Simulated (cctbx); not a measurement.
## Interatomic vectors of Lu3Be2Fe7

Space group P6_3/mmc (no. 194), a = 5.0120 Å, b = 5.0120 Å, c = 15.4600 Å, α = 90.00°, β = 90.00°, γ = 120.00°, content Lu6 Fe14 Be4.

Simulated single-crystal data (cctbx): Mo Kα, λ = 0.71073 Å, to d = 0.7 Å, 80 % of the full sphere, strongest reflection 70000 counts, noise from counting, a 1.5 % proportional error and a noise floor of 2 counts (s.d.); no absorption.

Patterson synthesis, origin scaled to 1000:

```text
Patterson group P 6/m m m
      u       v       w   height  length (A)
  0.000   0.000   0.000   1000.0     0.00
  0.000   0.000   0.213    570.2     3.30
  0.333   0.667   0.500    500.6     8.25
  0.333   0.667   0.287    288.2     5.29
  0.000   0.000   0.425    271.6     6.57
  0.000   0.500   0.109    184.7     3.02
  0.000   0.000   0.284    164.1     4.38
  0.000   0.500   0.338    155.2     5.79
  0.000   0.000   0.500    150.4     7.73
  0.333   0.667   0.074    131.7     3.11
  0.171   0.342   0.388     87.7     6.18
  0.000   0.500   0.000     86.0     2.51
  0.333   0.667   0.216     85.4     4.42
  0.333   0.667   0.000     80.6     2.89
```

**Question.** Which atom pairs make the peaks, and where is the heaviest atom?

A peak at u stands for all pairs with xi − xj = u, with weight Σ ZiZj against Σ Z² = 39774 at the origin. Peak heights follow these weights only roughly, since form factors, motion and series ripples differ, all vectors within 0.55 Å of a peak are counted as merged into it though the farther ones add only part of their weight, and F(000) is left out, which lowers the whole map:

| u | v | w | shortest length (Å) | height | 1000 ΣZiZj/ΣZ² | pairs in the cell |
| --- | --- | --- | --- | --- | --- | --- |
| 0.000 | 0.000 | 0.213 | 3.29 | 570 | 507 | 4 × Lu–Lu |
| 0.333 | 0.667 | 0.500 | 8.25 | 501 | 519 | 3 × Lu–Lu, 7 × Fe–Fe, 2 × Lu–Be, 2 × Fe–Be |
| 0.333 | 0.667 | 0.287 | 5.30 | 288 | 268 | 2 × Lu–Lu, 2 × Lu–Be |
| 0.000 | 0.000 | 0.425 | 6.57 | 272 | 253 | 2 × Lu–Lu |
| 0.000 | 0.500 | 0.109 | 3.02 | 185 | 371 | 8 × Lu–Fe |
| 0.000 | 0.000 | 0.284 | 4.39 | 164 | 289 | 4 × Lu–Fe, 6 × Fe–Fe, 4 × Be–Be |
| 0.000 | 0.500 | 0.338 | 5.80 | 155 | 186 | 4 × Lu–Fe |
| 0.000 | 0.000 | 0.500 | 7.73 | 150 | 187 | 4 × Lu–Fe, 4 × Be–Be |
| 0.333 | 0.667 | 0.074 | 3.11 | 132 | 127 | 1 × Lu–Lu |
| 0.171 | 0.342 | 0.388 | 6.18 | 88 | 196 | 4 × Lu–Fe, 4 × Fe–Be |

The table stops at ten peaks or at a height of 45, below which ripples compete. In the model behind the data Lu, the heaviest element, has 2 independent sites: (2/3, 1/3, 1/4) and (1/3, 2/3, 0.5377), up to an allowed shift of origin; the Lu–Lu vectors are differences of these positions and their symmetry mates. The whole model:

```csv
atom,mult.,x,y,z,Ueq (Å²)
Lu1,2,2/3,1/3,1/4,0.0028
Lu2,4,1/3,2/3,0.5377,0.0034
Fe1,2,2/3,1/3,3/4,0.0049
Fe2,12,0.6808,0.8404,0.1255,0.0045
Be1,2,0,0,0,0.0077
Be2,2,0,0,3/4,0.0072
```

This is a model crystal, built by substitution and not relaxed, with assumed displacement parameters.

[Logs are printed without paths, hosts, clocks, repeated set-up lines and the standing remarks that a program may print on its own settings, such as how far it seeks lower states.]
